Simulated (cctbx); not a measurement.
## What resolution and counting buy: TlS2

Space group P1 (no. 1), a = 5.9420 Å, b = 5.9470 Å, c = 6.0030 Å, α = 91.28°, β = 91.19°, γ = 90.84°.

| atom | mult. | x | y | z | Ueq (Å²) |
| --- | --- | --- | --- | --- | --- |
| Tl1 | 1 | 0.5033 | 0.0046 | 0.4974 | 0.0056 |
| Tl2 | 1 | 0.0026 | 0.4929 | 0.4961 | 0.0076 |
| Tl3 | 1 | 0.5065 | 0.4866 | 0.0050 | 0.0045 |
| Tl4 | 1 | 0.0007 | 0.9933 | 0.0020 | 0.0059 |
| S1 | 1 | 0.8770 | 0.3848 | 0.1199 | 0.0076 |
| S2 | 1 | 0.3865 | 0.1009 | 0.8892 | 0.0108 |
| S3 | 1 | 0.1133 | 0.8907 | 0.3884 | 0.0064 |
| S4 | 1 | 0.6208 | 0.6173 | 0.6140 | 0.0092 |
| S5 | 1 | 0.1020 | 0.6165 | 0.8768 | 0.0107 |
| S6 | 1 | 0.6230 | 0.8954 | 0.1150 | 0.0098 |
| S7 | 1 | 0.8872 | 0.1187 | 0.6061 | 0.0069 |
| S8 | 1 | 0.3791 | 0.3786 | 0.3908 | 0.0131 |

The model was made for the exercise: a known structure type with other elements put in, its volume estimated, not relaxed; displacement parameters are assumed.

Five simulated data sets (cctbx; Mo Kα, λ = 0.71073 Å; 4 % proportional error) differ in resolution or exposure (noise floor 4 counts in the first three, 8 in the last two). Each is refined with the right model, isotropic at 1.1 Å and anisotropic otherwise. How do the figures of merit and the uncertainties move?

| d min (Å) | top counts | ⟨I/σ⟩ (unmerged, absences included) | unique | param. (scale apart) | Rint | R1 | GooF | largest s.u. xyz (fractional) | s.u. U of S1 (Å²) | largest error (Å) |
| --- | --- | --- | --- | --- | --- | --- | --- | --- | --- | --- |
| 1.1 | 70000 | 16.1 | 348 | 48 | 0.000 | 0.0199 | 1.13 | 0.00104 | 0.0012 | 0.0183 |
| 0.84 | 70000 | 15.7 | 772 | 108 | 0.000 | 0.0176 | 0.96 | 0.00106 | 0.0010 | 0.0260 |
| 0.6 | 70000 | 15.4 | 2107 | 108 | 0.000 | 0.0192 | 0.98 | 0.00040 | 0.0004 | 0.0152 |
| 0.75 | 300 | 2.1 | 1083 | 108 | 0.000 | 0.0804 | 0.99 | 0.01354 | 0.0197 | 0.0404 |
| 0.75 | 3000 | 6.5 | 1083 | 108 | 0.000 | 0.0379 | 0.99 | 0.00342 | 0.0052 | 0.0307 |

The number of reflections grows roughly as 1/d³: 348, 772 and 2107 here. R1 follows the noise rather than the truth: at 300 counts it is 0.0804, at 3000 counts 0.0379, while GooF is 0.99 and 0.99: the weights 1/σ² carry the noise. The s.u. of U (U11 where anisotropic) for S1 goes 0.0012, 0.0010, 0.0004 Å² with resolution and 0.0197, 0.0052 Å² with exposure.

Hardware for the 0.6 Å refinement: 0.52 s on 1 thread of AMD EPYC 7B13 (Zen 3) (shared host), peak memory 0.09 GiB.
